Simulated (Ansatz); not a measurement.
# TiTe2 (model cell, started as fluorite): from the cell to its phonons, part 2 of 2

How does TiTe2 (model cell, started as fluorite) vibrate, and is this structure a minimum?

Ansatz 0.2.0; DFT r2SCAN, scalar-relativistic, plane waves, PAW.

So far: The starting structure; Relaxation.

The structure was built from a prototype and need not be the compound's stable phase.

**2. Relaxation (continued)**

Valence density in the ac plane of a cell with a along [110], b along [-110] and c along [001] of the cube at fractional y = 0.000, with atoms of Ti and Te within 0.2 Å of it. It is the smooth field of the valence electrons, not physical close to the nuclei.

Ten steps, logarithmic in the rise over the least value, from '_' (0 e/Å³) to '@' (16 e/Å³), each cell a mean:
```
%%##==................==##%%%%**::..............::**%%
**++::..::::::::::::..::++**++--::::::::::::::..::--++
::....::::==++++==::::....::::....::--==++==--::....::
__....::--**%%%%**--::..______....::==##%%##==::....__
____..::==##@@@@##==::..________..--++@@@@%%++--..____
____..::--**%%%%**--..__________..::==##@@##==::..____
______..::==++++==::..____________..--++++==--..______
________..::::::::..______________..::::--::::..______
__________........__________________..........________
__________........____________________......__________
________....::::....________________..::::::..________
______..::--------::..____________..::--==--::..______
______..--++####++::..__________..::--**##**--::..____
____..::--##@@@@##--::..________..::++%%@@%%++::..____
____..::==##@@@@##--::..______....--++%%@@%%++--....__
......::--++####++--::............::==**##**==::......
==--::::::--------::::::--==--::..::::--==--::::..::--
##**--....::::::::....--**####++::....::::::....::++##
%%##==................==##%%%%**::..............::**%%
```
Columns run along a (9.7 Å), rows up along c (6.9 Å), edges of the conventional cell, whose origin can differ from the input's. Atoms in or near the plane, at fractional coordinates: Ti at (0.00, 0.00), Ti at (0.50, 0.00), Te at (0.25, 0.25), Te at (0.75, 0.25), Te at (0.25, 0.75), Te at (0.75, 0.75).

In this step the volume went from 25.02 to 27.15 Å³/atom.

**3. Relaxation**

The relaxation is repeated from its end on the same settings, as a check that it has come to rest.

Input file input.yaml:

```yaml
crystal:
  lattice:
    - [0.0, 3.4406329537, 3.4406329537]
    - [3.4406329537, 0.0, 3.4406329537]
    - [3.4406329537, 3.4406329537, 0.0]
  atoms:
    - { symbol: Ti, position: [0.0, 0.0, 0.0] }
    - { symbol: Te, position: [0.25, 0.25, 0.25] }
    - { symbol: Te, position: [0.75, 0.75, 0.75] }
kpoints:
  mp_grid: { grid: [10, 10, 10] }
hamiltonian:
  xc: r2scan
scf:
  occupations: { method: gaussian, width: 0.1 }
output:
  forces: true
  stress: true
  eigenvalues: true
  write_density: true
  write_potential: true
  elf: true
  volumetric_format: npy
relax:
  adjacent_minimum: "off"
  f_tol: 0.005
  max_steps: 80
  cell: { stress_tol: 0.05 }
```

Run with:

```
$ ansatz run input.yaml --threads 4 --pin off --max-ram 7168MiB --backend cpu --events-out ev --progress --plain --runs-dir out
```

Numbers of over 12 decimals in the logs are rounded to 6 here.

The log of the run:

```text
[...]
Crystal: 3 atoms, lattice volume = 81.460 Å³
Basis set: ecut = 500 eV, 2085 PW (Γ), exchange–correlation on 144×144×144 points (64 copies of the dense FFT grid, shifted against one another)
Bands: 27, of which v1, the nominal top of the filled ones, is band 22 counted from 1 (21 counted from 0)
Symmetry: 48 space group operations
[...]
k-points: 47 of 1000
[...]
--- Relaxed structure (1 steps of the walk, 1 accepted, 1 SCFs on fresh bases) ---
[...]
cell:  # Å, volume = 81.4601 Å³
    - [0.0, 3.4406329537, 3.4406329537]
    - [3.4406329537, 0.0, 3.4406329537]
    - [3.4406329537, 3.4406329537, 0.0]
  atoms:
    - { symbol: Ti, position: [0.0, 0.0, 0.0] }
    - { symbol: Te, position: [0.25, 0.25, 0.25] }
    - { symbol: Te, position: [0.75, 0.75, 0.75] }
[key lines of the parts left out:]
SCF converged after 5 iterations
Free energy (F): -16495.121345 eV
Fermi energy:    10.819057 eV
P = ⅓ Tr σ = -0.0005 GPa (-0.005 kbar)
```

It took 14 s on 4 threads of Arm Neoverse N1, shared host; peak memory 0.67 GiB; 55 s of CPU time.

Little changed from the start: no atom moved by 0.005 Å and no cell edge by 0.1 %.

Numbers from this step:

```yaml
pressure: -4.92e-4 GPa
```

In this step the volume went from 27.15 to 27.15 Å³/atom.

**4. Tight relaxation**

Phonons need a cell at rest on their own settings, so the relaxation is repeated with tight tolerances on forces and stress, using the mesh and the filling of the phonon run that follows.

input.yaml, the sections that differ from step 3:

```yaml
kpoints:
  mp_grid: { grid: [12, 12, 12] }
scf:
  occupations: { method: methfessel_paxton, width: 0.15 }
output:
  forces: true
  stress: true
  eigenvalues: true
relax:
  adjacent_minimum: "off"
  f_tol: 0.001
  max_steps: 60
  cell: { stress_tol: 0.01 }
# crystal, hamiltonian: as in step 3
```

The log of the run:

```text
[...]
Crystal: 3 atoms, lattice volume = 81.460 Å³
Basis set: ecut = 500 eV, 2085 PW (Γ), exchange–correlation on 144×144×144 points (64 copies of the dense FFT grid, shifted against one another)
Bands: 27, of which v1, the nominal top of the filled ones, is band 22 counted from 1 (21 counted from 0)
Symmetry: 48 space group operations
[...]
k-points: 72 of 1728
[...]
--- Relaxed structure (3 steps of the walk, 3 accepted, 1 SCFs on fresh bases) ---
[...]
cell:  # Å, volume = 81.4176 Å³
    - [0, 3.440034, 3.440034]
    - [3.440034, 0, 3.440034]
    - [3.440034, 3.440034, 0]
  atoms:
    - { symbol: Ti, position: [0, 0, 0] }
    - { symbol: Te, position: [0.25, 0.25, 0.25] }
    - { symbol: Te, position: [0.750000, 0.750000, 0.750000] }
[key lines of the parts left out:]
SCF converged after 7 iterations
Free energy (F): -16495.106684 eV
Fermi energy:    10.836693 eV
P = ⅓ Tr σ = -0.0001 GPa (-0.001 kbar)
```

It took 37 s on 4 threads; peak memory 0.72 GiB; 2.4 min of CPU time.

Little changed from the start: no atom moved by 0.005 Å and no cell edge by 0.1 %.

Numbers from this step:

- pressure: -6.98e-5 GPa
- volume per atom: 27.14 Å³

The forces vanish by symmetry and the pressure is 0.000 GPa, within the tolerances set. The cell now holds 27.14 Å³/atom.

**5. Zone-centre response**

The zone centre is the only wavevector solved here; it holds the modes that light can see, as far as symmetry allows. No field response is asked, since the mesh shows no gap.

input.yaml, the sections that differ from step 4:

```yaml
crystal:
  lattice:
    - [0.0, 3.4400338818, 3.4400338818]
    - [3.4400338818, 0.0, 3.4400338818]
    - [3.4400338818, 3.4400338818, 0.0]
  atoms:
    - { symbol: Ti, position: [0.0, 0.0, 0.0] }
    - { symbol: Te, position: [0.25, 0.25, 0.25] }
    - { symbol: Te, position: [0.75, 0.75, 0.75] }
output:
  eigenvalues: true
phonons:
  method: dfpt
# kpoints, hamiltonian, scf: as in step 4
# relax: removed
```

The log of the run:

```text
[...]
Crystal: 3 atoms, lattice volume = 81.418 Å³
Basis set: ecut = 500 eV, 2085 PW (Γ), exchange–correlation on 180×180×180 points (125 copies of the dense FFT grid, shifted against one another)
Bands: 27, of which v1, the nominal top of the filled ones, is band 22 counted from 1 (21 counted from 0)
Symmetry: 48 space group operations
k-points: 280 of 1728 (irreducible under 4 space group operations, time reversal used)
[...]
SCF iter   1: F=—  HF=-16495.108275 eV  |F-HF|=—  |Δ(HF+E_count)|=         —  Δρ=2.00e-2  dr2=6.01e-1  dr2_τ=2.29e-2  ethr=1.77e-3  ⟨swp⟩=5.6  Hψ=32920  notcnv=0
[...]
SCF iter  11: F=-16495.106682 eV  HF=-16495.106682 eV  |F-HF|=3.64e-12  |Δ(HF+E_count)|=  3.64e-12  S|Δr|=    0.00e0  Δρ=5.05e-8  dr2=1.62e-12  dr2_τ=4.13e-13  ethr=1.00e-12  ⟨swp⟩=5.0  Hψ=34265  notcnv=0
SCF 1 converged in 11 iterations: F = -16495.106682 eV  dr2 = 1.62e-12
[...]
DFPT response loops at Γ: preconditioner auto → Kerker (q_TF=auto, 2.462 Å⁻¹) (partly filled bands, converged f_vac=0.051); β = 1.00, the filter's whole step (`scf.mixing.beta` (0.50) is not read by the response loops under this deck's `scf.mixing.preconditioner`; to damp them name `kerker` or `kerker_dos`, under which they read `scf.mixing.beta`, and type it under 1.00, their step now; both keys bind the ground state too); Broyden in place of MSR1
SCF converged after 11 iterations
[...]
Free energy (F): -16495.106682 eV
[...]
Internal energy: -16495.104713 eV  (E = F + TS)
E sigma→0 (E₀):  -16495.106190 eV
Entropy (-TS):   -0.001970 eV (-0.657 meV/atom)
Fermi energy:    10.836693 eV
[...]
--- Band table (eV; the first three rows and the last of 280) ---
  k-point 0: bands = [... 18 lower, 6.1704, 10.3758, 10.3758, 10.3758, 10.7379, 10.7379, 12.8522, 12.8522, ... 1 higher]
  k-point 1: bands = [... 18 lower, 6.3062, 10.0025, 10.0025, 10.0954, 10.9942, 10.9942, 12.5742, 12.7754, ... 1 higher]
  k-point 2: bands = [... 18 lower, 6.6528, 9.4640, 9.4640, 9.4713, 11.1669, 11.1669, 12.1452, 12.7088, ... 1 higher]
  k-point 279: bands = [... 18 lower, 7.6989, 7.6989, 9.5062, 11.0104, 11.2358, 11.8802, 11.8802, 12.0454, ... 1 higher]
--- Phonons (Γ-DFPT): 2 representative perturbations + reference, on 280 of 1728 k-points (Σ response iterations 17) ---
  k mesh reduced under 4 symmetry operations, with k and −k counted as one. Each operation leaves every solved perturbation unchanged. A smaller set is not considered because the functional reads the kinetic-energy density
  ASR residual: 1.074e-3 → 0.000e0 eV/Å²; symmetrization residual: 2.122e-5 eV/Å²
  ASR residual per site (eV/Å²): 1.07e-3 2.67e-5 2.67e-5
  Γ frequencies (cm⁻¹): 0.00 0.00 0.00 109.12 109.12 109.12 142.97 142.97 142.97
  non-analytic LO–TO correction: not included (Born effective charges unavailable; polar crystals: no LO–TO splitting at Γ)
```

The job ended after 6.3 min (4 threads; peak memory 3.6 GiB; 25 min of CPU time).

The column dr2 measures how far the density is from self-consistency, as an energy; F and HF (Harris–Foulkes) agree once it is small.

This step gave:

```yaml
sum_rule_residual_before_enforcement: 0.001074 eV/Å²
point_group: m-3m
highest_optical_mode_at_the_zone_centre_no_lo_to_term: 143.0 cm⁻¹
lowest_optical_zone_centre_mode: 109.1 cm⁻¹
```

Patterns of degenerate modes are one choice out of their space. Modes at Γ, with each element's share of the kinetic energy:

```tsv
mode	frequency (cm⁻¹)	symmetry	Ti %	Te %
1	0.0	acoustic	16	84
2	0.0	acoustic	16	84
3	0.0	acoustic	16	84
4	109.1	T2g	0	100
5	109.1	T2g	0	100
6	109.1	T2g	0	100
7	143.0	T1u	84	16
8	143.0	T1u	84	16
9	143.0	T1u	84	16
```

Displacements in mode 5 (109.1 cm⁻¹), the largest set to 1:
```
Ti1  0.00  0.00  0.00
Te2  1.00 -0.55  0.01
Te3 -1.00  0.55 -0.01
```

Displacements in mode 8 (143.0 cm⁻¹), the largest set to 1:
```
Ti1  0.00  0.00  1.00
Te2  0.00  0.00 -0.19
Te3  0.00  0.00 -0.19
```

Before it was imposed, the acoustic sum rule was missed by 0.0011 eV/Å². Small misses are needed for a sound result but don't prove that mesh and cutoff are converged. The lowest optical mode is real, 109 cm⁻¹.

**6. Another isotope, element Te, natural mass 127.6 amu**

An isotope changes the mass and not the force constants, so no new electronic calculation is needed; the shifts show which modes move this element.

The same force constants with the mass of Te changed from 127.600 to 129.906 u (phonopy, no LO-TO term). Both lists are sorted by frequency; levels can cross, so a row need not hold one and the same mode. Modes under 3 cm⁻¹ are left out. Isotope shifts, by row:

```tsv
q	rank	natural mass (cm⁻¹)	changed mass (cm⁻¹)
0 0 0	4	109.1	108.2
0 0 0	5	109.1	108.2
0 0 0	6	109.1	108.2
0 0 0	7	143	142.8
0 0 0	8	143	142.8
0 0 0	9	143	142.8
```

A mode of this element alone would shift by -0.89 %. The highest zone-centre frequency without the field goes from 143.0 to 142.8 cm⁻¹ (-0.1 %). The product of the frequency ratios over all optical modes at Γ is 0.969; the product rule, (m/m′)^(3k/2) (M′/M)^(3/2) with k = 2 such atoms and M the mass of the cell, gives 0.969.

**7. Another isotope, element Ti, natural mass 47.867 amu**

The same for Ti, from 47.87 to 49.94 u.

A mode of this element alone would shift by -2.10 %. The highest zone-centre frequency without the field goes from 143.0 to 140.4 cm⁻¹ (-1.8 %). The product of the frequency ratios over all optical modes at Γ is 0.948; the product rule, (m/m′)^(3k/2) (M′/M)^(3/2) with k = 1 such atoms and M the mass of the cell, gives 0.948.

**8. Summary of results**

```
space group after relaxation (within 0.01 Å)            : Fm-3m
volume per atom                                         : 27.1 Å³
electronic character                                    : no gap on this mesh
highest optical mode at the zone centre (no LO-TO term) : 143 cm⁻¹
lowest optical zone-centre mode                         : 109 cm⁻¹
imaginary modes at Γ (the only wavevector solved)       : none
```

In words: The structure is stable against zone-centre distortions, since no mode there is imaginary; other wavevectors were not solved, so zone-boundary instabilities are untested. The optical modes at Γ span 109 to 143 cm⁻¹. No dispersion was computed. The highest mode in this list at Γ, 143.0 cm⁻¹, is mostly motion of Ti (84 % of the kinetic energy). With no gap, or one that is small against the smearing, the frequencies hang on the k mesh and the smearing, most of all near Kohn anomalies. A semilocal functional can close a gap that the real compound would have, so the metallic treatment may be an artefact of the level. Spin-orbit coupling is left out, which can matter for the heavy elements here. The starting cell was built on a prototype and not taken from a measurement, so the phase need not exist. These are harmonic frequencies at zero temperature: anharmonic shifts, linewidths and thermal expansion are left out.

[Logs are printed without paths, hosts, clocks, repeated set-up lines and the standing remarks that a program may print on its own settings, such as how far it seeks lower states.]

[Hosts, paths, dates, database ids (printed as entryN), source tags and the programs' standing remarks are cut or masked in the printed files.]
